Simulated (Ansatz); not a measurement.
# Where V_O (site 1) puts its levels in the gap of LiMgVO4 (Cmcm), part 2 of 2

Aim: at which Fermi levels does V_O (site 1) in LiMgVO4 (Cmcm) change its charge? The model is a cell of 56 host atoms with 1 O taken out.

Ansatz; place-levels on PBEsol runs: charge-transition levels and formation energies with image-charge correction and potential alignment at the atomic sites.

So far: The starting structure; What was run first; Placing the levels, PBEsol.

## (3) Placing the levels, PBEsol (continued)

Levels between the charges placed, in eV above the valence top:

|  | gap (eV) | (+2/+1) | (+1/0) | (0/−1) |
| --- | --- | --- | --- | --- |
| PBEsol | 3.41 | 0.35 | 2.95 | 3.41 |

Corrections by state:

| charge | moment (μB) | image terms and alignment (eV) | band filling (eV) | ε used | over the lowest of its charge, as the program ranks them, band filling apart (eV) |
| --- | --- | --- | --- | --- | --- |
| +2 | 0.0 | 0.539 | - | principal values (7.38, 8.58, 12.15) | 0.000 |
| +1 | 1.0 | -0.002 | - | principal values (7.38, 8.58, 12.15) | 0.000 |
| 0 | 0.0 | 0.000 | - | - | 0.000 |
| −1 | 1.0 | 0.248 | -0.199 | principal values (7.38, 8.58, 12.15) | 0.000 |
| 0 | 2.0 | 0.000 | - | - | 0.577 |

The charged structures listed were also run neutral, and place-levels reads from each pair, by the potential or the spins, how wide the charge is by which they differ; that can be the carrier of either run.

| charge | rms radius (Å) | spread where it is widest against the cell (Å) | wide from (Å) | reading |
| --- | --- | --- | --- | --- |
| +2 | 2.4 | 1.54 | 1.30 | wide |
| +1 | 2.2 | 1.35 | 1.30 | wide |
| −1 | 4.5 | 2.73 | 1.30 | wide |

The neutral runs of these pairs need not share the spin of the lowest neutral state, and very wide values only mean spread over the cell.

From the program's caveats on the states, each cut to its opening words:

- charge +2: it parts from the run at its places by a charge that spreads by about 1.5 Å along one vector (1.3 Å or more is wide), by its potential at epsilon [3.63, 3.69, [...]
- charge +2: the far atoms show a dipole or second moment of the defect's charge, for which the correction takes or leaves out 0.095 eV: further moments aren't read, and [...]
- charge +2: its displacements don't fall off away from the defect: farther atoms stand 0.084 Å off the host's places
- charge +1 (1 μB): it parts from the run at its places by a charge that spreads by about 1.4 Å along one vector (1.3 Å or more is wide), by the spins about the atoms, where the [...]
- charge +1 (1 μB): the far atoms show a dipole or second moment of the defect's charge, for which the correction takes or leaves out 0.057 eV: further moments aren't read, and [...]
- charge +1 (1 μB): its displacements don't fall off away from the defect: farther atoms stand 0.064 Å off the host's places
- charge 0: its displacements don't fall off away from the defect: farther atoms stand 0.024 Å off the host's places
- charge −1 (1 μB): it parts from the run at its places by a charge that spreads by about 2.7 Å along one vector (1.3 Å or more is wide), by its potential at epsilon [3.63, 3.69, [...]
- charge −1 (1 μB): a band-filling correction moves a carrier to the host's band edge, which changes its energy by -0.199 eV
- charge −1 (1 μB): its alignment with the host at atomic sites is doubtful: the mean over the far sites moves by -0.0556 eV from their farther parts to their nearer, more than [...]
- charge −1 (1 μB): its displacements don't fall off away from the defect: farther atoms stand 0.023 Å off the host's places
- charge 0 (2 μB): its displacements don't fall off away from the defect: farther atoms stand 0.032 Å off the host's places
- charge 0 (2 μB): its moments are held at its close (magnetization.spin_locking), by a field of 0.021 eV a Bohr magneton, and its energy and levels are of the state that this [...]

Chemical potentials of the elements' reference phases, run alike. Formation energies (elemental references), with the Fermi level at the valence top and at the conduction bottom (gap 3.41 eV):

| charge | at valence top (eV) | at conduction bottom (eV) | correction included (eV) |
| --- | --- | --- | --- |
| +2 | 2.40 | 9.23 | 0.54 |
| +1 | 2.74 | 6.16 | 0.00 |
| 0 | 5.70 | 5.70 | 0.00 |
| −1 | 9.11 | 5.70 | 0.05 |

Fermi level (eV), lowest formation energy (eV) and a bar from the least value:
```
     0.00       2.40 
     0.31       3.02 ######
     0.62       3.36 #########
     0.93       3.67 ############
     1.24       3.98 ##############
     1.55       4.29 #################
     1.86       4.61 ####################
     2.17       4.92 #######################
     2.48       5.23 ##########################
     2.79       5.54 #############################
     3.10       5.70 ##############################
     3.41       5.70 ##############################
```

## (4) The same at the relaxations' own k-points

The relaxations' own energies give the levels at their sampling, for comparison.

The input, levels.relax_mesh.yaml:

```yaml
host:
  run: host.relax.run
  levels_from: { run: edges.relax.run }
states: [qm1_M1.relax.run, q0.relax.run, qp1_M1.relax.run, qp2.relax.run, q0_M2.relax.run]
chemical_potentials:
  O:
    energy: -558.282649
    dataset: "<sha256 of the dataset>"
```

Launch:

```sh
> ansatz place-levels levels.relax_mesh.yaml -- --threads 4 --pin off --max-ram 7536MiB
```

Log:

```text
(+2/+1) 0.369 eV above the valence edge, 3.045 eV under the conduction edge
(+1/0) 2.944 eV above the valence edge, 0.470 eV under the conduction edge
[...]
formation energy of charge +2: +2.380 eV with the Fermi level at the valence edge
formation energy of charge +1: +2.748 eV with the Fermi level at the valence edge
formation energy of charge 0: +5.692 eV with the Fermi level at the valence edge
formation energy of charge -1: +9.115 eV with the Fermi level at the valence edge
  edges by pbesol of host.levels_from (edges.relax.run), its mesh sampled to repeats of 30.74 Å (the valence edge +0.112 eV and the conduction edge -0.045 eV from those of the host's own run), gap 3.414 eV; the host is sampled to repeats of 8.38 Å
[... the lines on each state left out ...]
```

Wall time 0.2 s (4 threads of Arm Neoverse V1, shared host).

Levels between neighbouring charges, in eV above the valence top:

|  | gap (eV) | (+2/+1) | (+1/0) | (0/−1) |
| --- | --- | --- | --- | --- |
| one point at (¼, ¼, ¼) | 3.41 | 0.37 | 2.94 | 3.42 |
| a 2×2×2 shifted mesh | 3.41 | 0.35 | 2.95 | 3.41 |

Going from one point at (¼, ¼, ¼) to a 2×2×2 shifted mesh moves the levels that carry no band-filling term by up to 0.02 eV and formation energies against the elements by up to 0.02 eV; band-filling terms, which differ between samplings, are in these energies.

## (5) What came out

- gap of the host: 3.41 eV (PBEsol)
- level (plus 2/plus 1): 0.35 eV above the valence top
- level (plus 1/0): 2.95 eV above the valence top
- level (0/minus 1): 3.41 eV above the valence top, at the conduction bottom (3.61 eV above the valence top without the band-filling term)
- lowest of the charges placed, just above the valence top (0.02 eV): +2
- lowest of the charges placed, just below the conduction bottom (0.02 eV): 0
- lowest formation energy at mid-gap of the charges run, elemental references: 4.45 eV

What this shows: Of the charges placed (−1, 0, +1 and +2), the lowest changes at 0.35 eV (+2/+1) and 2.95 eV (+1/0) above the valence top, in a gap of 3.41 eV. (+2/+1) lies nearer to a band edge than the share of the finite-size correction in it (0.54 eV), and that correction holds for a localised charge alone. Charges above +2 were not placed, so these runs say nothing of levels that involve them. States placed: +2 at 0 μB; +1 at 1 μB; 0 at 0 μB and 2 μB; −1 at 1 μB. Other spin states or structures, where not listed, weren't placed. The program finds carriers beyond a band edge of the host and adds a band-filling term at charge −1 (-0.20 eV); steps to such a charge show no bound level, and a defect level inside a band would be read the same way. Going from one point at (¼, ¼, ¼) to a 2×2×2 shifted mesh moves the levels that carry no band-filling term by up to 0.02 eV and formation energies against the elements by up to 0.02 eV; band-filling terms, which differ between samplings, are in these energies. The program doubts the alignment of potentials for at least one state, a sign that the cell is small. What this leaves open: the images are only 8.4 Å apart; PBEsol makes the gap too small and tends to spread out bound carriers; where a gas molecule sets a chemical potential or the host's formation energy, its binding is uncorrected.

[Logs are printed without paths, hosts, clocks, repeated set-up lines and the standing remarks that a program may print on its own settings, such as how far it seeks lower states.]

[Hosts, paths, dates, database ids (printed as entryN), source tags and the programs' standing remarks are cut or masked in the printed files.]

[Where a table of states has a column of steps, it counts the stored structures, which are thinned; the runs took as many ionic steps or more.]

[A defect's name tells the site on which it was built; relaxed atoms can leave that site.]

[For some hosts the program warned that the k-mesh of the response run may be too coarse for force constants and the static dielectric constant; such warnings are not shown here.]
